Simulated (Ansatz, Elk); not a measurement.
## How far do independent atoms describe Mg4AlTlCd2?

Structure refinements treat a crystal as free atoms side by side. For a made-up structure of Mg4AlTlCd2 (cell and positions from a PBEsol relaxation) the runs below show what the calculated density changes in F(hkl).

Main program and level: Elk 11.2.3 (patched build); DFT, PBE, all-electron APW+lo, Dirac cores, scalar-relativistic bands, static density, no spin.

This account leaves out most program logs.

The structure was built from a prototype and need not be the compound's stable phase.

### Step 1. The starting structure

The structure is orthorhombic, space group Amm2 (No. 38). The conventional cell has a = 4.926 Å, b = 6.084 Å, c = 11.560 Å, α = 90.00°, β = 90.00°, γ = 90.00°. Nearest to Tl lie 6 Mg at 3.04 to 3.07 Å and 2 Al at 3.19 Å and 4 Cd at 3.26 to 3.28 Å. Nearest to Cd lie 2 Cd at 3.01 to 3.07 Å and 2 Al at 3.01 Å and 6 Mg at 3.06 to 3.29 Å and 2 Tl at 3.26 to 3.28 Å. Nearest to Al lie 4 Cd at 3.01 Å and 4 Mg at 3.04 to 3.13 Å and 2 Tl at 3.19 Å. Nearest to Mg lie 2 Al at 3.04 Å and 4 Cd at 3.06 Å and 6 Mg at 3.10 to 3.30 Å. Nearest to Mg lie 6 Mg at 3.02 to 3.30 Å and 2 Tl at 3.07 Å and 2 Cd at 3.10 Å and 1 Al at 3.13 Å. Mg has 2 Tl at 3.04 Å and 6 Mg at 3.07 to 3.10 Å and 4 Cd at 3.24 to 3.29 Å nearest. Farther neighbours are not listed.

### Step 2. Ground state and structure factors

An all-electron density is needed, since X-rays see the cores too. Task 0 finds the density and task 195 Fourier-transforms it; tshift is off so that phases refer to the origin typed.

Input file elk.in:

```
tasks
  0
  195

xctype
  20

spinpol
  .false.

rgkmax
  7.0

gmaxvr
  14.0

lmaxo
  7

lmaxapw
  8

swidth
  0.002

tshift
  .false.

ramdisk
  .false.

hmaxvr
  5.5

maxscl
  120

epspot
  1e-06

sppath
  './'

avec
  9.30873559722 0.00000000000 -0.00000000000
  -0.00000000000 5.74871269290 10.92222429285
  -0.00000000000 -5.74871269290 10.92222429285

atoms
  4
  'Tl.in'
  1
  0.0000000000 0.8355853753 0.8355853753   0.000000 0.000000 0.000000
  'Cd.in'
  2
  -0.0000000000 0.3384302795 0.8331547817   0.000000 0.000000 0.000000
  -0.0000000000 0.8331547817 0.3384302795   0.000000 0.000000 0.000000
  'Al.in'
  1
  0.5000000000 0.6606402065 0.6606402065   0.000000 0.000000 0.000000
  'Mg.in'
  4
  0.5000000000 0.1693106303 0.1693106303   0.000000 0.000000 0.000000
  0.5000000000 0.1747025487 0.6716198786   0.000000 0.000000 0.000000
  0.5000000000 0.6716198786 0.1747025487   0.000000 0.000000 0.000000
  -0.0000000000 0.3325562995 0.3325562995   0.000000 0.000000 0.000000

ngridk
  5 4 4
```

Run with:

```
$ OMP_NUM_THREADS=4 elk
```

It took 1.8 min on 4 threads of Arm Neoverse V2, shared host; peak memory 0.36 GiB; 5.4 min of CPU time.

SFACRHO.OUT:

```text

h k l indices transformed by vhmat matrix:
   1.000000000       0.000000000       0.000000000    
   0.000000000       1.000000000       0.000000000    
   0.000000000       0.000000000       1.000000000    

      h      k      l  multipl.   |H|            Re(F)            Im(F)           |F|

      0      0      0      1   0.0000000       238.00000     -0.28436256E-16   238.00000    
      0     -1     -1      1  0.57526609       2.1486476      -4.4375178       4.9303398    
      0      1      1      1  0.57526609       2.1486476       4.4375178       4.9303398    
      0      0      1      2  0.61755974       31.859814      -58.201850       66.351361    
      0      0     -1      2  0.61755974       31.859814       58.201850       66.351361    
      1      0      0      2  0.67497731       133.82660      0.44289809E-14   133.82660    
     -1     -1     -1      2  0.88686270      -1.1251013     -0.12621944       1.1321592    
      1      1      1      2  0.88686270      -1.1251013      0.12621944       1.1321592    
     -1     -1      0      4  0.91486305       32.834563       55.538914       64.518830    
     -1      0      1      4  0.91486305       32.834563      -55.538914       64.518830    
      0     -2     -1      2   1.0213923      -62.512210       6.0165465       62.801077    
      0      1      2      2   1.0213923      -62.512210      -6.0165465       62.801077    
      0      1     -1      2   1.0929726     -0.45619084     -0.25578435E-13  0.45619084    
      0     -2     -2      1   1.1505322      -104.50627      -102.17538       146.15528    
      0      2      2      1   1.1505322      -104.50627       102.17538       146.15528    
      1      1      2      4   1.2242698      -61.485605      -3.0840930       61.562905    
     -1     -1     -2      4   1.2242698      -61.485605       3.0840930       61.562905    
      0      0     -2      2   1.2351195      -94.066721       108.51906       143.61384
```

Elk indexes on the primitive cell of elk.in and gives |H| = 4π sin θ/λ in inverse bohr. Below, one row stands for each form hkl of the conventional cell (m members, Friedel mates merged), F is for one primitive cell and the density is static (no thermal factor). Free-atom factors are Waasmaier and Kirfel's, and R is Σm||F|−|F'||/Σm|F|.

```tsv
hkl	m	sin θ/λ (Å⁻¹)	abs F, DFT	neutral atoms	diff.	abs of complex diff.
002	2	0.086	4.930	4.917	+0.013	0.047
011	4	0.093	66.351	66.371	-0.020	0.072
100	2	0.102	133.827	134.024	-0.197	0.197
102	4	0.133	1.132	1.165	-0.033	0.133
111	8	0.138	64.519	64.540	-0.021	0.095
013	4	0.154	62.801	62.870	-0.069	0.069
020	2	0.164	0.456	0.563	-0.107	0.107
004	2	0.173	146.155	146.276	-0.121	0.135
113	8	0.184	61.563	61.508	+0.055	0.055
022	4	0.186	143.614	143.885	-0.271	0.334
120	4	0.193	0.821	0.847	-0.026	0.026
104	4	0.201	174.822	175.528	-0.706	0.714
200	2	0.203	189.137	189.986	-0.849	0.849
122	8	0.212	171.995	172.791	-0.796	0.808
202	4	0.221	1.404	1.534	-0.130	0.131
211	8	0.223	58.087	58.189	-0.102	0.102
015	4	0.231	60.149	60.267	-0.118	0.120
024	4	0.239	3.689	3.605	+0.084	0.103
```

### Step 3. The highest occupied states alone

An energy window below the Fermi level keeps the highest occupied states, to see at which angles they scatter; shallow core shells can lie inside it and anion s states outside. No new self-consistency is needed.

elk.in, as its differences from that of step 2:

```diff
@@ -1,3 +1,2 @@
 tasks
-  0
   195
@@ -40,2 +39,5 @@
 
+wsfac
+  -0.355590 0.495650
+
 sppath
```

Run with:

```
$ OMP_NUM_THREADS=4 elk
```

Run time: 29 s. Hardware: 4 threads; peak memory 0.24 GiB; 35 s of CPU time.

States within 15 eV below the Fermi level hold 48.00 electrons; any levels below the window count with the cores. Their amplitudes can exceed the total, where window and core parts have opposite phase:

```tsv
hkl	sin θ/λ (Å⁻¹)	abs F, window	abs F, all
002	0.086	9.176	4.930
011	0.093	9.690	66.351
100	0.102	25.652	133.827
102	0.133	7.287	1.132
111	0.138	7.572	64.519
013	0.154	6.718	62.801
020	0.164	6.634	0.456
004	0.173	19.659	146.155
113	0.184	6.209	61.563
022	0.186	18.067	143.614
```

### Step 4. Another functional

The difference from free atoms is small, so it is set against the change that LDA (Perdew-Wang) makes.

elk.in, as its differences from that of step 3:

```diff
@@ -1,2 +1,3 @@
 tasks
+  0
   195
@@ -4,3 +5,3 @@
 xctype
-  20
+  3
 
@@ -39,5 +40,2 @@
 
-wsfac
-  -0.355590 0.495650
-
 sppath
```

Run with:

```
$ OMP_NUM_THREADS=4 elk
```

Elapsed: 73 s, on 4 threads; peak memory 0.27 GiB.

Against the first run R = 0.03 %; the largest change is -0.120 at 040.

### Step 5. A coarser k-mesh

About half the k-points along each axis test the sampling.

elk.in, as its differences from that of step 4:

```diff
@@ -5,3 +5,3 @@
 xctype
-  3
+  20
 
@@ -68,2 +68,2 @@
 ngridk
-  5 4 4
+  2 2 2
```

Run with:

```
$ OMP_NUM_THREADS=4 elk
```

It took 51 s on 4 threads; peak memory 0.35 GiB; 100 s of CPU time.

Against the first run R = 0.01 %; the largest change is -0.081 at 020.

### Step 6. Settings against the effect

```tsv
run	R against the first run (%)	R against neutral atoms, low angle (%)	wall time
PBE, rgkmax 7	0.00	0.23	1.8 min
LDA (Perdew-Wang)	0.03	0.25	73 s
k-mesh 2×2×2	0.01	0.23	51 s
```

### Step 7. Summary of results

```yaml
r_against_neutral_atoms_sin_theta_lambda_0p3_a_minus1: 0.23 %
r_against_neutral_atoms_0p3_to_0p53_a_minus1: 0.08 %
```

In words: Independent neutral atoms miss the calculated amplitudes by R = 0.23 % below 0.3 Å⁻¹ and 0.08 % from there to 0.53 Å⁻¹; by shells, 0.08 % below 0.15 Å⁻¹ (5 forms), 0.25 % 0.15 to 0.3 (25 forms), 0.06 % 0.3 to 0.45 (66 forms), 0.10 % above 0.45 (53 forms). Bonding, aspherical density and the tables' own atoms all enter these figures, and the runs don't part them. The largest change of an amplitude is -0.85 electrons, at 200. R counts amplitudes alone; phases shift too. Weak lines can change much in proportion: 020 goes from 0.56 to 0.46. The window's part falls from 48.0 electrons at the origin to at most 1.13 between 0.45 and 0.53 Å⁻¹, where compact states inside the window still scatter. The window holds more than the 38 outer electrons of the free atoms, so shallow core shells lie inside it. Below 0.3 Å⁻¹ the changes that finished (LDA (Perdew-Wang) and k-mesh 2×2×2) move F by R = 0.03 % at most, against the 0.23 % that separates it from free atoms. The basis has no finished test. Spin-orbit coupling is left out, which can matter for elements this heavy. Part of the difference isn't bonding: the tables are fits to free atoms and ions calculated by other methods than this functional. Thermal motion, anomalous dispersion and extinction are left out.

[Logs are printed without paths, hosts, clocks, repeated set-up lines and the standing remarks that a program may print on its own settings, such as how far it seeks lower states.]

[Hosts, paths, dates, database ids (printed as entryN), source tags and the programs' standing remarks are cut or masked in the printed files.]
